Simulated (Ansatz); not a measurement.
**Bi2S3 (Bismuthinite): the HSE06 gap against the k mesh of the hybrid**

How far can the k mesh of the hybrid be lowered for the gap of Bi2S3 (Bismuthinite)?

Main program and level: Ansatz 0.2.0; DFT, HSE06, plane waves, PAW.

The database entry behind the starting cell differs from later determinations by our own check (about 0.4 % long), so it need not match the best structure at ambient conditions.

## (1) The starting structure

Symmetry: Pnma, No. 62, orthorhombic system. The conventional cell has a = 11.345 Å, b = 3.994 Å, c = 11.193 Å, α = 90.00°, β = 90.00°, γ = 90.00°. Nearest to Bi lie 6 S at 2.67 to 3.07 Å. Nearest to Bi lie 7 S at 2.60 to 3.34 Å. Nearest to S lie 3 Bi at 2.70 to 2.76 Å. S has 5 Bi at 2.60 to 3.07 Å nearest. Nearest to S lie 5 Bi at 2.67 to 3.34 Å. Farther neighbours and most contacts between anions are not listed.

The cell and positions come from the Crystallography Open Database and are kept as given unless a step says otherwise. Spin-orbit coupling is left out unless a step names it. The default PAW set here is soft_2. Its files were made with PBE.

## (2) k mesh of the hybrid: 1×2×1

File input.yaml:

```yaml
crystal:
  lattice:
    - [11.345, 0.0, 0.0]
    - [0.0, 3.994, 0.0]
    - [0.0, 0.0, 11.193]
  atoms:
    - { symbol: Bi, position: [0.4835, 0.25, 0.3257] }
    - { symbol: Bi, position: [0.0165, 0.75, 0.8257] }
    - { symbol: Bi, position: [0.9835, 0.25, 0.1743] }
    - { symbol: Bi, position: [0.5165, 0.75, 0.6743] }
    - { symbol: Bi, position: [0.3407, 0.75, 0.0339] }
    - { symbol: Bi, position: [0.1593, 0.25, 0.5339] }
    - { symbol: Bi, position: [0.8407, 0.75, 0.4661] }
    - { symbol: Bi, position: [0.6593, 0.25, 0.9661] }
    - { symbol: S, position: [0.2835, 0.25, 0.1943] }
    - { symbol: S, position: [0.2165, 0.75, 0.6943] }
    - { symbol: S, position: [0.7835, 0.25, 0.3057] }
    - { symbol: S, position: [0.7165, 0.75, 0.8057] }
    - { symbol: S, position: [0.5495, 0.75, 0.1286] }
    - { symbol: S, position: [0.9505, 0.25, 0.6286] }
    - { symbol: S, position: [0.0495, 0.75, 0.3714] }
    - { symbol: S, position: [0.4505, 0.25, 0.8714] }
    - { symbol: S, position: [0.3767, 0.75, 0.4414] }
    - { symbol: S, position: [0.1233, 0.25, 0.9414] }
    - { symbol: S, position: [0.8767, 0.75, 0.0586] }
    - { symbol: S, position: [0.6233, 0.25, 0.5586] }
kpoints:
  mp_grid: { grid: [1, 2, 1] }
  band_path:
    path:
      - [0.0, 0.0, 0.0]
      - [0.5, 0.0, 0.0]
      - [0.5, 0.5, 0.0]
      - [0.0, 0.5, 0.0]
      - [0.0, 0.0, 0.5]
      - [0.5, 0.0, 0.5]
      - [0.5, 0.5, 0.5]
      - [0.0, 0.5, 0.5]
      - [0.35, 0.0, 0.0]
      - [0.0, 0.0, 0.15]
      - [0.0, 0.0, 0.2]
    npoints: 1
hamiltonian:
  xc: hse06
scf:
  occupations: { method: fixed }
  n_extra_bands: 10
output:
  eigenvalues: true
```

Launch:

```sh
$ ansatz run input.yaml --threads 3 --pin off --max-ram 92160MiB --backend cuda --events-out ev --progress --plain --runs-dir out --devices 1 --max-vram 13GiB
```

Numbers of over 12 decimals in the logs are rounded to 6 here.

The program printed:

```text
scf.n_extra_bands = 10 over 96 filled bands (N_el = 192.0): the run solves 106 bands
exact exchange: scf.exx.singularity resolves to wigner_seitz, which cuts the screened interaction at the faces of the exchange supercell's Wigner-Seitz cell, so that each pair interacts once, at the shortest of its separations (the periodic images that this leaves out come, for a point-like exchange hole, to about 0.018 eV on a filled level). The cut falls within the interaction's reach, and what an exchange supercel [...]
GPUs: using 1 of 1 available (devices: 1).
Engine: ansatz 0.2.0, x86_64-unknown-linux-gnu
Pseudopotentials: kind: paw
Pseudopotential: Bi, paw, valence charge 15, recommended cutoff 420 eV (normal), Bi.paw.azcp
Pseudopotential: S, paw, valence charge 6, recommended cutoff 420 eV (normal), S.paw.azcp
Functional definition: HSE06
  parameter a = 0.25
  parameter omega = 0.11/bohr
  exchange = pbe_x - a*pbe_x_sr(omega) + a*exact_x_sr(omega)
  correlation = pbe_c
davidson cushion auto → on  (no smearing: the cushion is to keep the highest requested band from converging to the state above it; pin scf.eigensolver.cushion to override)
device memory: the entry about to start is reckoned to put 3.8 GiB on a device that reports 62.6 GiB free (of which the cap on the GPU budget leaves the run 13.0 GiB)
GPU FFT provider: cuFFT
GPU libraries: cuBLAS 13.8.2, cuFFT 12.4.0, cuSOLVER 12.3.4
Crystal: 20 atoms, lattice volume = 507.176 Å³
Basis set: ecut = 420 eV, 9929 PW (Γ)
Bands: 106, of which v1, the nominal top of the filled ones, is band 96 counted from 1 (95 counted from 0)
Symmetry: 8 space group operations
Space group: Pnma (ITA 62), of the structure as read, at distance tolerance 8.0e-5 Å
k-points: 2
Non-local potential: Bi, projectors of the file, l = 0: 2, l = 1: 2, l = 2: 2, l = 3: 2
Non-local potential: S, projectors of the file, l = 0: 2, l = 1: 2, l = 2: 2
PAW form: soft (Blöchl's): semilocal exchange-correlation on the pseudo side does not see the compensation charge
PAW frozen core: Bi, regenerated for the run's functional, and the local potential with it (the file was generated under x = pbe(κ = 0.804, μ = 0.219515), c = pbe(β = 0.066725))
PAW frozen core: S, regenerated for the run's functional, and the local potential with it (the file was generated under x = pbe(κ = 0.804, μ = 0.219515), c = pbe(β = 0.066725))
PAW one-centre angular grid: Bi, 590 points (default); XC on 64 Gauss nodes
PAW one-centre angular grid: S, 110 points (default); XC on 64 Gauss nodes
Initial density: superposition of atomic densities (neutral atoms: chi_scale 0, normalization atom), corrected by the library's trained network
Initial wavefunctions: pseudopotential atomic-orbital guess
GPU buffer pool allocated for 162000 grid points (all kernels)
GPU transforms: local potential and band sums: pruned to the plane-wave sphere, on 75×27×75
Functional: x = pbe(κ = 0.804, μ = 0.219515), c = pbe(β = 0.066725), warm-up for x = pbe(κ = 0.804, μ = 0.219515) + 0.25 (exact − pbe) at short range (hse, ω = 0.207870 Å⁻¹), c = pbe(β = 0.066725); HSE06 as pw.x's `hse` composes it (authors' and Libxc's form: `xc: wpbeh`)
SCF iter   1: F=—  HF=-110002.809225 eV  |F-HF|=—  |Δ(HF+E_count)|=         —  Δρ=3.34e-3  dr2=8.76e-2  ethr=1.77e-3  ⟨swp⟩=7.0  Hψ=949  notcnv=0
preconditioner: auto → none  [insulator: Δε(μ)=1.503 eV  Ē_g=14.935 eV  n_scr=114 (ndim 8)  ℏωp=22.8 eV  f_vac=0.012]
SCF iter   2: F=—  HF=-110002.820479 eV  |F-HF|=—  |Δ(HF+E_count)|=   1.13e-2  Δρ=2.29e-3  dr2=8.37e-2  ethr=4.56e-5  ⟨swp⟩=5.0  Hψ=712  notcnv=0
SCF iter   3: F=—  HF=-110002.807554 eV  |F-HF|=—  |Δ(HF+E_count)|=   1.29e-2  Δρ=1.10e-3  dr2=1.22e-2  ethr=4.36e-5  ⟨swp⟩=3.5  Hψ=519  notcnv=0
SCF iter   4: F=—  HF=-110002.806918 eV  |F-HF|=—  |Δ(HF+E_count)|=   6.36e-4  Δρ=5.06e-4  dr2=1.48e-3  ethr=6.34e-6  ⟨swp⟩=3.0  Hψ=503  notcnv=0
[...]
SCF iter   2: F=—  HF=-110038.264542 eV  |F-HF|=—  |Δ(HF+E_count)|=   3.29e-2  Δρ=2.07e-3  dr2=2.26e-2  ethr=8.00e-7  ⟨swp⟩=5.0  Hψ=830  notcnv=0
SCF iter   3: F=—  HF=-110038.330156 eV  |F-HF|=—  |Δ(HF+E_count)|=   6.56e-2  Δρ=1.41e-3  dr2=1.82e-2  ethr=8.00e-7  ⟨swp⟩=5.0  Hψ=899  notcnv=0
SCF iter   4: F=—  HF=-110038.325650 eV  |F-HF|=—  |Δ(HF+E_count)|=   4.51e-3  Δρ=3.78e-4  dr2=3.73e-3  ethr=8.00e-7  ⟨swp⟩=5.0  Hψ=794  notcnv=0
iter 5 solved again at ethr=3.03e-8 eV; its pass at ethr=8.00e-7 eV (dr2=5.83e-5 eV) is discarded
SCF iter   5: F=—  HF=-110038.324913 eV  |F-HF|=—  |Δ(HF+E_count)|=   7.37e-4  Δρ=1.25e-4  dr2=4.38e-4  ethr=3.03e-8  ⟨swp⟩=3.5  Hψ=1162  notcnv=0
SCF iter   6: F=—  HF=-110038.327446 eV  |F-HF|=—  |Δ(HF+E_count)|=   2.53e-3  Δρ=2.39e-4  dr2=5.11e-4  ethr=3.03e-8  ⟨swp⟩=5.0  Hψ=802  notcnv=0
SCF iter   7: F=-110038.327293 eV  HF=-110038.327299 eV  |F-HF|=5.61e-6  |Δ(HF+E_count)|=   1.47e-4  Δρ=3.49e-5  dr2=2.54e-5  ethr=3.03e-8  ⟨swp⟩=4.0  Hψ=666  notcnv=0
SCF 2 stopped early in 7 iterations: F = -110038.327293 eV  dr2 = 2.54e-5
  greatest PAW one-centre occupation: 0.990 electrons in one spin orbital (limit 2), on the Bi atom at site 6 (counted from 0), in its partial waves of l = 2
hybrid outer 1: dexx = +7.988e-2 eV, tail = 5.39e-4 eV
GPU FFT provider: cuFFT
GPU libraries: cuBLAS 13.8.2, cuFFT 12.4.0, cuSOLVER 12.3.4
GPU buffer pool allocated for 162000 grid points (all kernels)
GPU transforms: local potential and band sums: pruned to the plane-wave sphere, on 75×27×75
Exchange kernel: α = 0.2500, screened, ω = 0.2079 Å⁻¹, Wigner–Seitz truncation, v(0) = 890.3399 eV·Å³, q-mesh 1×2×1, nearest image of the exchange supercell L = 7.99 Å, pair-density grid 54×24×54, without the augmentation charges, whose exchange is taken in its separable form by FFT convolution over the k-point mesh (sized by the pseudopotential files, 80×27×75 at the most), smooth part of the exact exchange by density-matrix convolution in up to 2.29 GiB of GPU memory as planned if the GPU has room (build and FFT work areas not counted)
Frozen-core exchange: fock
SCF iter   1: F=—  HF=-110038.324413 eV  |F-HF|=—  |Δ(HF+E_count)|=         —  Δρ=3.27e-5  dr2=6.21e-6  ethr=1.40e-6  ⟨swp⟩=2.0  Hψ=468  notcnv=0
preconditioner: auto → none  [insulator: Δε(μ)=2.118 eV  Ē_g=8.955 eV  n_scr=114 (ndim 8)  ℏωp=17.4 eV  f_vac=0.015]
SCF iter   2: F=—  HF=-110038.324418 eV  |F-HF|=—  |Δ(HF+E_count)|=   5.03e-6  Δρ=1.47e-5  dr2=2.76e-6  ethr=2.14e-9  ⟨swp⟩=5.0  Hψ=813  notcnv=0
SCF iter   3: F=—  HF=-110038.324425 eV  |F-HF|=—  |Δ(HF+E_count)|=   6.67e-6  Δρ=1.08e-5  dr2=9.04e-7  ethr=2.81e-10  ⟨swp⟩=5.5  Hψ=771  notcnv=0
SCF iter   4: F=-110038.324428 eV  HF=-110038.324428 eV  |F-HF|=4.36e-8  |Δ(HF+E_count)|=   3.01e-6  Δρ=4.27e-6  dr2=7.32e-8  ethr=2.81e-10  ⟨swp⟩=5.0  Hψ=579  notcnv=0
SCF 3 converged in 4 iterations: F = -110038.324428 eV  dr2 = 7.32e-8
[...]
hybrid outer 2: dexx = +8.242e-6 eV, tail = 2.12e-7 eV, Δε = 1.90e-3 eV (about 8.83e-5 eV left of the loop's levels)
device memory: the entry about to start is reckoned to put 2.2 GiB on a device that reports 54.6 GiB free (of which the cap on the GPU budget leaves the run 13.0 GiB)
NSCF: frozen V_eff on 11 k-points
hybrid SCF converged: 2 outer / 11 inner (+5 warm-up), last move |dexx| = 8.24e-6 eV, tail = 2.12e-7 eV
Stability not checked: this state was not tested for a lower state beside it, because the functional holds exact exchange (a hybrid, or Hartree-Fock), whose exchange loop this test does not read (fock_operator; see scf.lower_state_search)
Free energy (F): -110038.324425 eV
Frozen-core exchange: fock
Harris-Foulkes:  -110038.324425 eV  (|F-HF|=4.36e-8)
Internal energy: -110038.324425 eV  (E = F + TS)
E sigma→0 (E₀):  -110038.324425 eV
Fermi energy:    7.034099 eV
--- Per-component energies (eV) ---
  E_band       = -1228.616809
  E_kinetic    = 3671.456341
  E_local      = -14393.164338  (includes V_loc(G=0)·N_el)
  E_nonlocal   = 4856.015682
  E_hartree    = 4747.790198
  E_xc         = -1910.204468
  E_vxc        = -1766.249566  (∫ρ·V_xc dr)
  E_exx        = -413.789764  (= α·E_x^exact, valence–valence)
  E_paw        = -92602.992172  (= ΣΔE_a)
  E_vpaw       = -2264.668752  (= ΣTr[D̂ρ^β])
  E_aug_tail   = -0.003383  (compensation charges beyond the density's cutoff)
  E_ewald      = -13993.523952
  E_core_change = 0.091432  (= ΣΔE_core)
  E_smearing   = -0.000000  (= −TS)
  E_closure    = -0.000000  (closes the sum)
  Σ components = -110038.324425   (vs F -110038.324425, Δ=1.46e-11)
--- Band table (eV) ---
  k-point 0: bands = [... 92 lower, 6.8984, 6.8995, 6.9250, 7.0341, 9.1517, 9.5512, 9.6624, 9.9751, ... 6 higher]
  k-point 1: bands = [... 92 lower, 6.5300, 6.5300, 6.8631, 6.8631, 10.1215, 10.1215, 10.2247, 10.2247, ... 6 higher]
```

The job ended after 44 s (1 × NVIDIA H100 80GB HBM3 (shared by 6 runs) with 3 threads of AMD EPYC 7R13 (Zen 3), shared host; peak memory 1.6 GiB; 65 s of CPU time).

Numbers from this step:

```yaml
gap: 2.019 eV
valence_top_at: k = (0.350, 0.000, 0.000)
conduction_bottom_at: k = (0.000, 0.000, 0.150)
least_direct_gap: 2.044 eV
exact_exchange_fraction: 0.25
```

The gap is indirect, with the least direct gap 0.03 eV higher.

## (3) k mesh of the hybrid: 2×4×2

input.yaml, as its differences from that of step 2:

```diff
@@ -27,3 +27,3 @@
 kpoints:
-  mp_grid: { grid: [1, 2, 1] }
+  mp_grid: { grid: [2, 4, 2] }
   band_path:
@@ -49 +49,5 @@
   eigenvalues: true
+  write_density: true
+  write_potential: true
+  elf: true
+  volumetric_format: npy
```

The program printed:

```text
[...]
GPUs: using 1 of 1 available (devices: 1).
[...]
GPU FFT provider: cuFFT
GPU libraries: cuBLAS 13.8.2, cuFFT 12.4.0, cuSOLVER 12.3.4
Crystal: 20 atoms, lattice volume = 507.176 Å³
Basis set: ecut = 420 eV, 9929 PW (Γ)
Bands: 106, of which v1, the nominal top of the filled ones, is band 96 counted from 1 (95 counted from 0)
[... 1 set-up line as in the run before ...]
[...]
k-points: 12 of 16
[...]
Fermi energy:    7.065290 eV
[...]
--- Band table (eV; the first three rows and the last of 12) ---
  k-point 0: bands = [... 92 lower, 6.8677, 6.8977, 6.8981, 7.0165, 9.1072, 9.5152, 9.6241, 9.9355, ... 6 higher]
  k-point 1: bands = [... 92 lower, 6.7743, 6.7743, 6.9748, 6.9748, 9.2984, 9.2984, 10.1379, 10.1379, ... 6 higher]
  k-point 2: bands = [... 92 lower, 6.5736, 6.6716, 6.8071, 6.8577, 9.3384, 9.9352, 10.3284, 10.5648, ... 6 higher]
  k-point 11: bands = [... 92 lower, 6.4127, 6.4127, 6.4127, 6.4127, 10.0523, 10.0523, 10.0523, 10.0523, ... 6 higher]
[key lines of the parts left out:]
Free energy (F): -110039.689029 eV
```

The job ended after 2.6 min (1 × NVIDIA H100 80GB HBM3 (shared by 6 runs) with 3 threads; peak memory 2.3 GiB; 4.6 min of CPU time).

This step gave:

```
gap                  : 2.009 eV
valence top at       : k = (0.350, 0.000, 0.000)
conduction bottom at : Γ
least direct gap     : 2.038 eV
```

The gap is 2.009 eV, −0.010 eV from the run before at this level.

## (4) The series

Differences are against the last row; a negative gap means that bands overlap, and a run with a band path holds that path's time. Times are wall times on 1 × NVIDIA H100 80GB HBM3 (shared by 6 runs) with 3 threads of AMD EPYC 7R13 (Zen 3), shared host, good to a factor of about two.

```
k mesh of the hybrid  gap (eV)  direct gap (eV)  gap error (eV)  energy error (meV/atom)  irreducible k     time
               1×2×1     2.019            2.044          +0.010                    +68.2              2     44 s
               2×4×2     2.009            2.038          +0.000                     +0.0             12  2.6 min
```

## (5) Outcome

| Property | Result |
| --- | --- |
| 1×2×1 | 2.019 eV |
| 2×4×2 | 2.009 eV |

What this shows: The gap holds to 0.02 eV from 1×2×1 on, the cheapest setting tried. At 1×2×1 the gap is off by +0.010 eV and the energy by +68 meV/atom. The gap is read over the mesh and added points near the edges, so meshes differ mainly through the density and, for a hybrid, the exchange operator.

[Paths, hosts, dates, memory and timing lines, banners, echoed tables and standing remarks are left out of the program output.]

[Logs are printed without paths, hosts, clocks, repeated set-up lines and the standing remarks that a program may print on its own settings, such as how far it seeks lower states.]

[Runs of the session that timed out or met a known fault of the program may be left out.]

[Cells called generated may have been cut or substituted from an entry of the Crystallography Open Database or the Materials Project.]

[Hosts, paths, dates, database ids (printed as entryN), source tags and the programs' standing remarks are cut or masked in the printed files.]
